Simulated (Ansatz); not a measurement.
# Na on Al(100): change of the work function, part 2 of 2

Aim: the work function of Al(100) at several coverages of Na (hollow site), and the dipole that each adsorbate carries.

Ansatz 0.2.0; plane-wave DFT, PBE, Ansatz PAW.

So far, work function, upper face (eV): step 2 (the clean slab) 4.29; step 3 (37 atoms, coverage 0.111 ML, cell 3x3) 2.70.

**4. The covered slab, k-mesh 6×6×1, coverage 0.25 ML (continued)**

ELF in the ca plane at fractional y = 0.250, with atoms of Al and Na within 0.2 Å of it. It is the smooth field of the valence electrons, not physical close to the nuclei.

Ten even steps from '0' (0.00) to '9' (0.80), each cell a mean:
```
99987777767777777777877542100000000000000000
98667765556764577655554432100000000000000000
83114653346620136543332211000000000000000000
72522543235512126432221110000000000000000000
83114653346621146543332211000000000000000000
98667765556765577655555432110000000000000000
99987777767777777777877542100000000000000000
99987777777777777778887410000000000000000000
99887766666777777666775101100001100000000000
95336654456742257544442046640000110000000000
72313543346511126532220265572000110000000000
72313543346511126532220264572000110000000000
95336654456742257544442046740000110000000000
99987766666777787666775101100001100000000000
89987777777777777778887410000000000000000000
```
Columns run along c (16.0 Å, from fractional 0.31 to 0.92 of the cell), rows up along a (5.7 Å). Atoms in or near the plane, at fractional coordinates: Al at (0.34, 0.25), Al at (0.50, 0.25), Al at (0.34, 0.75), Al at (0.50, 0.75), Na at (0.66, 0.25).

The relaxation took 4 steps and lowered the energy by 0.060 eV; the largest force on the free atoms ends at 0.0039 eV/Å.

By hand: a sheet of dipoles makes a step −p/(ε₀A) in the electron's potential. With e/ε₀ = 180.95 V·Å, p = 0.4751 e·Å and A = 32.80 Å², that is −180.95 × (0.4751) / 32.80 = -2.621 eV, and the two vacuum levels of the run differ by -2.621 eV.

The covered face has 1.67 eV, -2.63 eV against the clean one; the bare back face has moved by -0.01 eV, a measure of how thin the slab is.

**5. Adsorbate added, k-mesh 6×6×1, coverage 0.5 ML**

System of this step: Na/Al(100). The cell holds 18 atoms: 16 Al and 2 Na. Cell: a = 5.728 Å, b = 5.728 Å, c = 26.239 Å, α = 90.0°, β = 90.0°, γ = 90.0°. Vacuum lies along c.

The input, input.yaml:

```yaml
crystal:
  lattice:
    - [5.7275649276, 0.0, 0.0]
    - [0.0, 5.7275649276, 0.0]
    - [0.0, 0.0, 26.2394690836]
  atoms:
    - { symbol: Al, position: [0.25, 0.25, 0.3429947447] }
    - { symbol: Al, position: [0.0, 0.0, 0.4201685623] }
    - { symbol: Al, position: [0.25, 0.25, 0.4967452753] }
    - { symbol: Al, position: [0.0, 0.0, 0.5749312269] }
    - { symbol: Al, position: [0.25, 0.75, 0.3429947447] }
    - { symbol: Al, position: [0.0, 0.5, 0.4201685623] }
    - { symbol: Al, position: [0.25, 0.75, 0.4967452753] }
    - { symbol: Al, position: [0.0, 0.5, 0.5749312269] }
    - { symbol: Al, position: [0.75, 0.25, 0.3429947447] }
    - { symbol: Al, position: [0.5, 0.0, 0.4201685623] }
    - { symbol: Al, position: [0.75, 0.25, 0.4967452753] }
    - { symbol: Al, position: [0.5, 0.0, 0.5749312269] }
    - { symbol: Al, position: [0.75, 0.75, 0.3429947447] }
    - { symbol: Al, position: [0.5, 0.5, 0.4201685623] }
    - { symbol: Al, position: [0.75, 0.75, 0.4967452753] }
    - { symbol: Al, position: [0.5, 0.5, 0.5749312269] }
    - { symbol: Na, position: [0.25, 0.25, 0.6570052553] }
    - { symbol: Na, position: [0.75, 0.75, 0.6570052553] }
kpoints:
  mp_grid: { grid: [6, 6, 1] }
hamiltonian:
  xc: pbe
scf:
  occupations: { method: fermi_dirac, width: 0.1 }
  convergence: { dr2_threshold: 1.0e-08 }
efield:
  axis: 3
  dipole_correction: true
  ramp_position: 0.97
  ramp_width: 0.06
relax:
  f_tol: 0.02
  max_steps: 60
  constraints: [{ sites: [0, 1, 4, 5, 8, 9, 12, 13] }]
output:
  dos: { projected: true, e_range: [-8, 4] }
  write_potential: true
  write_density: true
  volumetric_format: npy
  elf: true
```

On the command line:

```bash
> ansatz run input.yaml --threads 2 --pin off --max-ram 4096MiB --backend cpu --events-out ev --progress --plain --runs-dir out
```

Elapsed: 2.3 min, on 2 threads of Arm Neoverse N1, shared host; peak memory 1.1 GiB.

The steps of the relaxation:

| step | energy less that of the first step (eV) | largest force component (eV/Å) |
| --- | --- | --- |
| 1 | 0.0000 | 0.7252 |
| 2 | -0.1750 | 0.3150 |
| 3 | -0.2286 | 0.0426 |
| 4 | -0.2297 | 0.0170 |

The run keeps the 16 symmetry operations that it works with, so distortions that break them were not tested.

The atoms that moved most (Å):

| atom | dx | dy | dz | length |
| --- | --- | --- | --- | --- |
| Na18 | 0.000 | 0.000 | 0.338 | 0.338 |
| Na17 | 0.000 | 0.000 | 0.338 | 0.338 |
| Al4 | 0.000 | 0.000 | -0.025 | 0.025 |
| Al8 | 0.000 | 0.000 | -0.025 | 0.025 |
| Al16 | 0.000 | 0.000 | -0.025 | 0.025 |
| Al12 | 0.000 | 0.000 | -0.025 | 0.025 |
| Al7 | 0.000 | 0.000 | 0.009 | 0.009 |
| Al11 | 0.000 | 0.000 | 0.009 | 0.009 |

Final coordinates:

```xyz
18
Lattice="5.7276 0.0000 0.0000 0.0000 5.7276 0.0000 0.0000 0.0000 26.2395" Properties=species:S:1:pos:R:3
Al    1.4319    1.4319    9.0000
Al    0.0000    0.0000   11.0250
Al    1.4319    1.4319   13.0385
Al    0.0000    0.0000   15.0610
Al    1.4319    4.2957    9.0000
Al    0.0000    2.8638   11.0250
Al    1.4319    4.2957   13.0434
Al    0.0000    2.8638   15.0610
Al    4.2957    1.4319    9.0000
Al    2.8638    0.0000   11.0250
Al    4.2957    1.4319   13.0434
Al    2.8638    0.0000   15.0610
Al    4.2957    4.2957    9.0000
Al    2.8638    2.8638   11.0250
Al    4.2957    4.2957   13.0385
Al    2.8638    2.8638   15.0610
Na    1.4319    1.4319   17.5779
Na    4.2957    4.2957   17.5779
```

Running mean over 2.025 Å of the planar mean; the ramp of the sawtooth is left out. The electron's electrostatic potential energy less the Fermi level by z:

| z (Å) | electron's electrostatic potential energy less the Fermi level (eV) |
| --- | --- |
| 4 | 4.32 |
| 5 | 4.31 |
| 6 | 4.25 |
| 7 | 3.52 |
| 8 | -0.499 |
| 9 | -4.16 |
| 10 | -4.55 |
| 11 | -4.56 |
| 12 | -4.58 |
| 13 | -4.57 |
| 14 | -4.59 |
| 15 | -4.30 |
| 16 | -1.55 |
| 17 | -0.658 |
| 18 | -0.958 |
| 19 | 1.37 |
| 20 | 2.41 |
| 21 | 2.67 |
| 22 | 2.73 |
| 23 | 2.75 |

The relaxation took 4 steps and lowered the energy by 0.23 eV; the largest force on the free atoms ends at 0.017 eV/Å.

The covered face has 2.75 eV, -1.54 eV against the clean one; the bare back face has moved by +0.02 eV, a measure of how thin the slab is.

**6. Work function against coverage**

This step: plane-wave DFT, PBE, Ansatz PAW; work function against coverage (Ansatz 0.2.0).

The runs are now put side by side.

Numbers from this step:

```
work function of the clean face     : 4.293 eV
largest change of the work function : -2.625 eV
```

The work function of the covered face by coverage:

| coverage (adsorbates/nm²) | work function of the covered face (eV) |
| --- | --- |
| 0.00 | 4.29 |
| 1.35 | 2.70 |
| 3.05 | 1.67 |
| 6.10 | 2.75 |

The dipole per adsorbate comes from the change of the cell's dipole. Coverage, by row:

| coverage (1/nm²) | coverage (ML) | work function (eV) | change (eV) | dipole per adsorbate, positive end outwards (debye) | mean height of the added atoms over the highest substrate atom (Å) |
| --- | --- | --- | --- | --- | --- |
| 1.355 | 0.1111 | 2.7 | -1.593 | 3.13 | 2.338 |
| 3.048 | 0.25 | 1.668 | -2.625 | 2.275 | 2.328 |
| 6.097 | 0.5 | 2.749 | -1.544 | 0.679 | 2.517 |

**7. Results**

- work function of the clean face: 4.29 eV
- work function at 0.11 ML: 2.70 eV
- work function at 0.25 ML: 1.67 eV
- work function at 0.5 ML: 2.75 eV
- dipole per adsorbate at 0.11 ML, positive end outwards: 3.13 D

**Reading.** Na lowers the work function of Al(100) at the lowest coverage, by 1.59 eV: the adsorbate layer has its positive end outwards. The dipole per adsorbate falls from 3.13 to 0.68 D as the layer fills. Neighbouring dipoles depolarise each other, and heights and bonding change with coverage too. The work function passes a minimum near 0.25 ML among the coverages run and rises again. The slab has 4 layers, at the tabulated experimental lattice constant, one starting site was run, and quantum-size effects of a slab this thin can reach one or two tenths of an eV.

[Logs are printed without paths, hosts, clocks, repeated set-up lines and the standing remarks that a program may print on its own settings, such as how far it seeks lower states.]

[Hosts, paths, dates, database ids (printed as entryN), source tags and the programs' standing remarks are cut or masked in the printed files.]

[Maps of the electrostatic potential energy from Ansatz leave out the sawtooth potential of an applied field or a dipole correction, so their vacuum need not be flat; planar profiles and work functions include it.]
